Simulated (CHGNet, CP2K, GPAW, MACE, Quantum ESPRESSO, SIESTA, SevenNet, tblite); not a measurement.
## CP2K runs on random packing of Si51C37H13 (at. %) (71 atoms)

Aim: run random packing of Si51C37H13 (at. %) (71 atoms) in CP2K and see how near its forces come to a plane-wave reference, and at what cost.

Method: the method is named at each step, in CP2K 2026.2.

### 1. Set-up

The cell holds 71 atoms: 36 Si, 26 C and 9 H. Its edges and angles: a = 9.930 Å, b = 9.930 Å, c = 9.930 Å, α = 90.0°, β = 90.0°, γ = 90.0°. 71 atoms (36 Si, 26 C, 9 H) packed at random in a cube at 2.26 g/cm³ and pushed apart as soft spheres; a start for melting by ab initio MD, not an equilibrated structure. Then every atom was moved at random, 0.03 Å r.m.s. a Cartesian component (hydrogen 0.6 of that).

The yardstick, on the same geometry:

- method: Kohn-Sham DFT, PBE, SSSP efficiency 1.3.0 pseudopotentials, plane waves (Quantum ESPRESSO 7.5); sssp-pbe-1.3.0-efficiency, cutoffs 45/360 Ry, Γ point
- r.m.s. force component: 1.405 eV/Å
- longest force: 6.3 eV/Å
- pressure: -6.203 GPa
- time: 98 s on 4 MPI ranks of Arm Neoverse V1, shared host
- CPU time: 6.5 min

### 2. PBE, DZVP-UZH, 450/50 Ry, diagonalisation

Method: Kohn-Sham DFT, PBE, GTH-PBE pseudopotentials, Gaussian and plane waves, DZVP-MOLOPT (UZH set), diagonalisation.

input.inp

```
&GLOBAL
  PROJECT cell
  RUN_TYPE ENERGY_FORCE
  PRINT_LEVEL LOW
&END GLOBAL
&FORCE_EVAL
  METHOD QS
  STRESS_TENSOR ANALYTICAL
  &DFT
    BASIS_SET_FILE_NAME BASIS_MOLOPT_UZH
    POTENTIAL_FILE_NAME POTENTIAL_UZH
    &MGRID
      CUTOFF 450
      REL_CUTOFF 50
    &END MGRID
    &QS
      EPS_DEFAULT 1.0E-12
    &END QS
    &SCF
      SCF_GUESS ATOMIC
      EPS_SCF 5.0E-06
      MAX_SCF 200
      ADDED_MOS 30
      &DIAGONALIZATION
        ALGORITHM STANDARD
      &END DIAGONALIZATION
      &SMEAR ON
        METHOD FERMI_DIRAC
        ELECTRONIC_TEMPERATURE [K] 580
      &END SMEAR
      &MIXING
        METHOD BROYDEN_MIXING
        ALPHA 0.15
        NBROYDEN 12
      &END MIXING
      &PRINT
        &RESTART OFF
        &END RESTART
      &END PRINT
    &END SCF
    &XC
      &XC_FUNCTIONAL PBE
      &END XC_FUNCTIONAL
    &END XC
    &PRINT
      &MULLIKEN ON
      &END MULLIKEN
      &HIRSHFELD ON
        SHAPE_FUNCTION DENSITY
      &END HIRSHFELD
      &MO ON
        EIGENVALUES T
        OCCUPATION_NUMBERS T
        MO_INDEX_RANGE 118 141
        &EACH
          QS_SCF 0
        &END EACH
        ADD_LAST NUMERIC
      &END MO
    &END PRINT
  &END DFT
  &SUBSYS
    &CELL
      A 9.92950 0.00000 0.00000
      B 0.00000 9.92950 0.00000
      C 0.00000 0.00000 9.92950
    &END CELL
    &COORD
      SCALED
      Si 0.29602 0.35949 0.82707
      Si 0.04819 0.26081 0.40848
      Si 0.40965 0.15355 0.79712
      Si 0.35282 0.43560 0.48946
      Si 0.77283 0.56418 0.82703
      Si 0.81199 0.55672 0.29752
      Si 0.74649 0.16747 0.73300
      Si 0.49883 0.97395 0.07498
      Si 0.56544 0.70095 0.95902
      Si 0.28369 0.10331 0.52912
      Si 0.67798 0.51178 0.09080
      Si 0.18088 0.34270 0.62978
      Si 0.89195 0.36206 0.29121
      Si 0.02971 0.36460 0.91881
      Si 0.43708 0.28258 0.03304
      Si 0.03447 0.60326 0.00033
      Si 0.86743 0.62850 0.53316
      Si 0.36522 0.54891 0.73741
      Si 0.08265 0.68321 0.74097
      Si 0.73451 0.87060 0.05782
      Si 0.37096 0.75932 0.86406
      Si 0.65648 0.84262 0.39335
      Si 0.90601 0.21600 0.08965
      Si 0.57761 0.79880 0.19531
      Si 0.86696 0.14612 0.28858
      Si 0.78038 0.94880 0.24943
      Si 0.97946 0.82137 0.35931
      Si 0.46300 0.97008 0.45773
      Si 0.63589 0.16851 0.99508
      Si 0.10991 0.16091 0.76177
      Si 0.57799 0.18626 0.59290
      Si 0.25312 0.56978 0.93552
      Si 0.22418 0.36243 0.29890
      Si 0.66492 0.08144 0.42249
      Si 0.37120 0.04455 0.24291
      Si 0.70548 0.87824 0.81331
      C 0.99559 0.52697 0.35996
      C 0.05173 0.98640 0.67839
      C 0.52942 0.41634 0.62566
      C 0.16662 0.06031 0.33289
      C 0.72006 0.84805 0.59569
      C 0.22017 0.28075 0.01102
      C 0.61513 0.31729 0.80311
      C 0.71374 0.42589 0.42069
      C 0.05285 0.72518 0.14410
      C 0.81530 0.05971 0.04077
      C 0.99493 0.50747 0.62366
      C 0.86443 0.30235 0.82446
      C 0.77036 0.33927 0.64147
      C 0.57305 0.16237 0.23433
      C 0.39848 0.78621 0.38236
      C 0.55601 0.29175 0.43683
      C 0.58721 0.70194 0.75472
      C 0.45976 0.52256 0.05586
      C 0.28637 0.87615 0.22233
      C 0.18620 0.58677 0.52547
[... 11 atom lines left out ...]
      H 0.27298 0.65829 0.30463
      H 0.91520 0.80393 0.66362
      H 0.10467 0.13001 0.11905
      H 0.83595 0.72812 0.21087
    &END COORD
    &KIND Si
      BASIS_SET DZVP-MOLOPT-PBE-GTH-q4
      POTENTIAL GTH-PBE-q4
    &END KIND
    &KIND C
      BASIS_SET DZVP-MOLOPT-PBE-GTH-q4
      POTENTIAL GTH-PBE-q4
    &END KIND
    &KIND H
      BASIS_SET DZVP-MOLOPT-PBE-GTH-q1
      POTENTIAL GTH-PBE-q1
    &END KIND
  &END SUBSYS
  &PRINT
    &FORCES ON
    &END FORCES
    &STRESS_TENSOR ON
    &END STRESS_TENSOR
  &END PRINT
&END FORCE_EVAL
```

On the command line:

```bash
OMP_NUM_THREADS=1 mpirun -np 4 cp2k.psmp -i input.inp > output.txt
```

Numbers of over 12 decimals in the logs are rounded to 6 here.

Output:

```text
CP2K| version string:                                       CP2K version 2026.2
 CP2K| Input file name                                                 input.inp
 GLOBAL| Basis set file name                                    BASIS_MOLOPT_UZH
 GLOBAL| Potential file name                                       POTENTIAL_UZH
 GLOBAL| Run type                                                   ENERGY_FORCE
 GLOBAL| Total number of message passing processes                             4
 GLOBAL| Number of threads for this process                                    1
 TOTAL NUMBERS AND MAXIMUM NUMBERS
  Total number of            - Atomic kinds:                                   3
                             - Atoms:                                         71
                             - Shell sets:                                    71
                             - Shells:                                       337
                             - Primitive Cartesian functions:                319
                             - Cartesian basis functions:                    913
                             - Spherical basis functions:                    851
  Maximum angular momentum of- Orbital basis functions:                        2
                             - Local part of the GTH pseudopotential:          2
                             - Non-local part of the GTH pseudopotential:      2
 SCF PARAMETERS         Density guess:                                    ATOMIC
                        max_scf:                                             200
                        eps_scf:                                        5.00E-06
                        added MOs                                        30    0
                        Mixing method:                            BROYDEN_MIXING
                                                charge density mixing in g-space
                        Smear method:                                FERMI_DIRAC
                        Electronic temperature [K]:                        580.0
                        Electronic temperature [a.u.]:                  1.84E-03
                        Accuracy threshold:                             1.00E-10
 Extrapolation method: initial_guess
 Number of electrons:                                                        257
 Number of occupied orbitals:                                                129
 Number of molecular orbitals:                                               159
 Number of orbital functions:                                                851
 Number of independent orbital functions:                                    851
 SCF WAVEFUNCTION OPTIMIZATION
  Step     Update method      Time    Convergence         Total energy    Change
     1 NoMix/Diag. 0.15E+00    3.7     0.63679924      -294.6880771919 -2.95E+02
     2 Broy./Diag. 0.15E+00    5.1     0.26945543      -286.5987082416  8.09E+00
     3 Broy./Diag. 0.15E+00    5.1     0.13294060      -290.2245817831 -3.63E+00
     4 Broy./Diag. 0.15E+00    5.1     0.09582047      -291.8919803176 -1.67E+00
[...]
19 Broy./Diag. 0.15E+00    5.1     0.00000968      -289.6460613881 -1.05E-04
    20 Broy./Diag. 0.15E+00    5.2     0.00000214      -289.6460930938 -3.17E-05
  *** SCF run converged in    20 steps ***
  Electronic density on regular grids:       -256.9999999999        0.0000000001
  Core density on regular grids:              256.9999999996       -0.0000000004
  Total charge density on r-space grids:       -0.0000000002
  Total charge density g-space grids:          -0.0000000002
  Overlap energy of the core charge distribution:               7.48723e-09
  Self energy of the core charge distribution:               -728.583677
  Core Hamiltonian energy:                                    179.537578
  Hartree energy:                                             346.811950
  Exchange-correlation energy:                                -87.402650
  Electronic entropic energy:                                  -0.00929333
  Fermi energy:                                                 0.193871
  Total energy:                                              -289.646093
  Total energy (extrapolated to T->0):                       -289.641446
 MO| EIGENVALUES AND OCCUPATION NUMBERS
 MO|
 MO|  Index      Eigenvalue [a.u.]        Eigenvalue [eV]             Occupation
 MO|    118               0.167907               4.568969               1.999999
 MO|    119               0.168725               4.591244               1.999998
 MO|    120               0.172967               4.706666               1.999977
[...]
MO|    140               0.216910               5.902435               0.000007
 MO|    141               0.222928               6.066183               0.000000
 MO| Sum:                                                             257.000000
 MO| E(Fermi):            0.193871 a.u.          5.275510 eV
 !-----------------------------------------------------------------------------!
                     Mulliken Population Analysis
 #  Atom  Element  Kind  Atomic population                           Net charge
       1     Si       1          4.034811                             -0.034811
       2     Si       1          3.789886                              0.210114
       3     Si       1          3.772265                              0.227735
[...]
70     H        3          1.003968                             -0.003968
      71     H        3          1.197772                             -0.197772
 # Total charge                            257.000000                  0.000000
 !-----------------------------------------------------------------------------!
 !-----------------------------------------------------------------------------!
                           Hirshfeld Charges
  #Atom  Element  Kind  Ref Charge     Population                    Net charge
      1       Si     1       4.000          4.030                        -0.030
      2       Si     1       4.000          3.922                         0.078
      3       Si     1       4.000          3.918                         0.082
[...]
70       H      3       1.000          0.985                         0.015
     71       H      3       1.000          1.043                        -0.043
  Total Charge                                                           -0.000
 !-----------------------------------------------------------------------------!
 ENERGY| Total FORCE_EVAL ( QS ) energy [hartree]           -289.646132
 FORCES| Atomic forces [hartree/bohr]
 FORCES|   Atom     x               y               z               |f|
 FORCES|      1 -1.40699959E-02 -3.99874699E-02  3.93817908E-02   5.78609366E-02
 FORCES|      2  2.22807507E-02 -5.04658010E-02  4.66073895E-02   7.22182641E-02
 FORCES|      3  2.46758871E-02 -1.05294803E-02 -1.28967716E-02   2.97673660E-02
[...]
FORCES|     70 -8.40464851E-03  1.10518085E-02 -7.45748206E-03   1.57605402E-02
 FORCES|     71  4.73220543E-03 -2.19087759E-02  1.01261415E-02   2.45952632E-02
 FORCES| Sum     1.37000112E-05 -4.31734353E-05 -1.95234838E-05
 FORCES| Total atomic force                                       4.93234452E-05
 STRESS| Analytical stress tensor [bar]
 STRESS|                        x                   y                   z
 STRESS|      x       -8.02965159442E+04   6.07485934149E+03  -1.38714584945E+04
 STRESS|      y        6.07485934149E+03  -6.42864455367E+04   8.36433053038E+03
 STRESS|      z       -1.38714584945E+04   8.36433053038E+03  -4.17107867472E+04
 STRESS| 1/3 Trace                                            -6.20979160760E+04
```

Wall time 2 min (4 MPI ranks of Arm Neoverse V1, shared host); peak memory 2.9 GiB.

Banners, paths, timers and routine set-up lines are dropped from the logs unmarked, and long logs keep their key lines alone; longer cuts are marked.

Compared with the plane-wave run:

```
r.m.s. force component                  : 1.377 eV/Å
r.m.s. difference of force components   : 67.03 meV/Å
longest difference of force vectors     : 283.8 meV/Å
force difference over r.m.s. force      : 4.769 %
slope of forces against the reference's : 0.9791
correlation of force components         : 0.999
pressure                                : -6.21 GPa
pressure difference                     : -0.0071 GPa
```

Length of the force difference by element (eV/Å):

```csv
element,atoms,mean,most
C,26,0.082,0.16
H,9,0.055,0.11
Si,36,0.13,0.28
```

The surroundings of H68, one of the 9 H atoms, nearest first, numbered as they follow in the input and with coordinates relative to it.

```csv
atom,x,y,z,distance (Å),bonds,Hirshfeld charge (e),Fx,Fy,Fz (eV/Å)
H68,0.00,0.00,0.00,0.00,0,0.04,0.93,0.76,0.42
C51,1.25,1.27,0.77,1.94,1,-0.05,-0.85,0.45,-1.56
C58,2.14,-0.37,-0.69,2.28,1,-0.09,0.33,-0.05,-2.18
C55,0.13,2.16,-0.82,2.32,1,-0.08,0.55,-0.78,1.29
C56,-0.86,-0.71,2.19,2.46,1,-0.06,0.61,-1.04,1.34
C45,-2.19,0.66,-1.59,2.79,1,-0.10,-0.60,-0.22,0.66
H64,-1.85,-1.95,-1.26,2.97,0,-0.03,0.79,-0.37,0.78
Si33,-0.48,-2.94,-0.06,2.98,2,0.14,0.34,0.14,-1.62
Si4,0.79,-2.21,1.84,2.98,5,0.10,0.68,1.19,0.79
H65,-0.01,1.54,2.62,3.04,0,0.00,0.08,-0.23,-0.07
C37,-2.75,-1.30,0.55,3.10,2,-0.12,-1.24,-0.59,-0.15
```

Forces lie 4.8 % from the reference's, at 1.2 times its CPU time.

### 3. PBE, TZV2P-UZH, 450/50 Ry, diagonalisation

Method: Kohn-Sham DFT, PBE, GTH-PBE pseudopotentials, Gaussian and plane waves, TZV2P-MOLOPT (UZH set), diagonalisation.

Edit input.inp of step 2 so:

```diff
@@ -72,3 +72,3 @@
     &KIND Si
-      BASIS_SET DZVP-MOLOPT-PBE-GTH-q4
+      BASIS_SET TZV2P-MOLOPT-PBE-GTH-q4
       POTENTIAL GTH-PBE-q4
@@ -76,3 +76,3 @@
     &KIND C
-      BASIS_SET DZVP-MOLOPT-PBE-GTH-q4
+      BASIS_SET TZV2P-MOLOPT-PBE-GTH-q4
       POTENTIAL GTH-PBE-q4
@@ -80,3 +80,3 @@
     &KIND H
-      BASIS_SET DZVP-MOLOPT-PBE-GTH-q1
+      BASIS_SET TZV2P-MOLOPT-PBE-GTH-q1
       POTENTIAL GTH-PBE-q1
```

Output:

```text
CP2K| version string:                                       CP2K version 2026.2
 CP2K| Input file name                                                 input.inp
 GLOBAL| Basis set file name                                    BASIS_MOLOPT_UZH
 GLOBAL| Potential file name                                       POTENTIAL_UZH
 GLOBAL| Run type                                                   ENERGY_FORCE
 GLOBAL| Total number of message passing processes                             4
 GLOBAL| Number of threads for this process                                    1
[... lines left out ...]
                        Smear method:                                FERMI_DIRAC
[... lines left out ...]
 Number of electrons:                                                        257
[... lines left out ...]
  Step     Update method      Time    Convergence         Total energy    Change
[... lines left out ...]
  *** SCF run converged in    20 steps ***
[... lines left out ...]
  Fermi energy:                                                 0.190083
  Total energy:                                              -289.941349
  Total energy (extrapolated to T->0):                       -289.936629
[... lines left out ...]
 MO| E(Fermi):            0.190083 a.u.          5.172434 eV
[... lines left out ...]
     71       H      3       1.000          1.043                        -0.043
  Total Charge                                                           -0.000
 !-----------------------------------------------------------------------------!
 ENERGY| Total FORCE_EVAL ( QS ) energy [hartree]           -289.941351
 FORCES| Atomic forces [hartree/bohr]
 FORCES|   Atom     x               y               z               |f|
 FORCES|      1 -1.35374712E-02 -4.09536865E-02  4.09146256E-02   5.94514437E-02
 FORCES|      2  2.13514159E-02 -5.00979032E-02  4.84713117E-02   7.29050816E-02
 FORCES|      3  2.53153158E-02 -1.10522788E-02 -1.25585368E-02   3.03436143E-02
[...]
FORCES|     70 -8.55371812E-03  1.13413809E-02 -7.25347421E-03   1.59501067E-02
 FORCES|     71  5.42843462E-03 -2.04711048E-02  1.02488102E-02   2.35281140E-02
 FORCES| Sum     1.82558382E-05 -4.09088421E-05 -1.56247934E-05
 FORCES| Total atomic force                                       4.74441057E-05
 STRESS| Analytical stress tensor [bar]
 STRESS|                        x                   y                   z
 STRESS|      x       -8.54363272223E+04   5.80672868423E+03  -1.33193146975E+04
 STRESS|      y        5.80672868423E+03  -6.75145461470E+04   7.24977382412E+03
 STRESS|      z       -1.33193146975E+04   7.24977382412E+03  -4.43895472090E+04
 STRESS| 1/3 Trace                                            -6.57801401928E+04
```

Run time: 5.2 min. Hardware: 4 MPI ranks; peak memory 3.5 GiB.

Numbers from this run, and their distance from the reference:

| Property | Result |
| --- | --- |
| r.m.s. force component | 1.382 eV/Å |
| r.m.s. difference of force components | 32.38 meV/Å |
| longest difference of force vectors | 130.2 meV/Å |
| force difference over r.m.s. force | 2.304 % |
| slope of forces against the reference's | 0.9829 |
| correlation of force components | 0.9999 |
| pressure | -6.578 GPa |
| pressure difference | -0.3753 GPa |

Against the first run (4.8 %), the force difference from the reference is 2.3 %, at 2.6 times the CPU time, with 1924 basis functions against 851: the larger basis brings the forces nearer, though not the pressure.

[end of part 1 of 3]

[Also dropped from logs without a mark: logging warnings of Python, and SIESTA's first energy breakdown and zero terms.]

[Logs are printed without paths, hosts, clocks, repeated set-up lines and the standing remarks that a program may print on its own settings, such as how far it seeks lower states.]

[Hosts, paths, dates, database ids (printed as entryN), source tags and the programs' standing remarks are cut or masked in the printed files.]
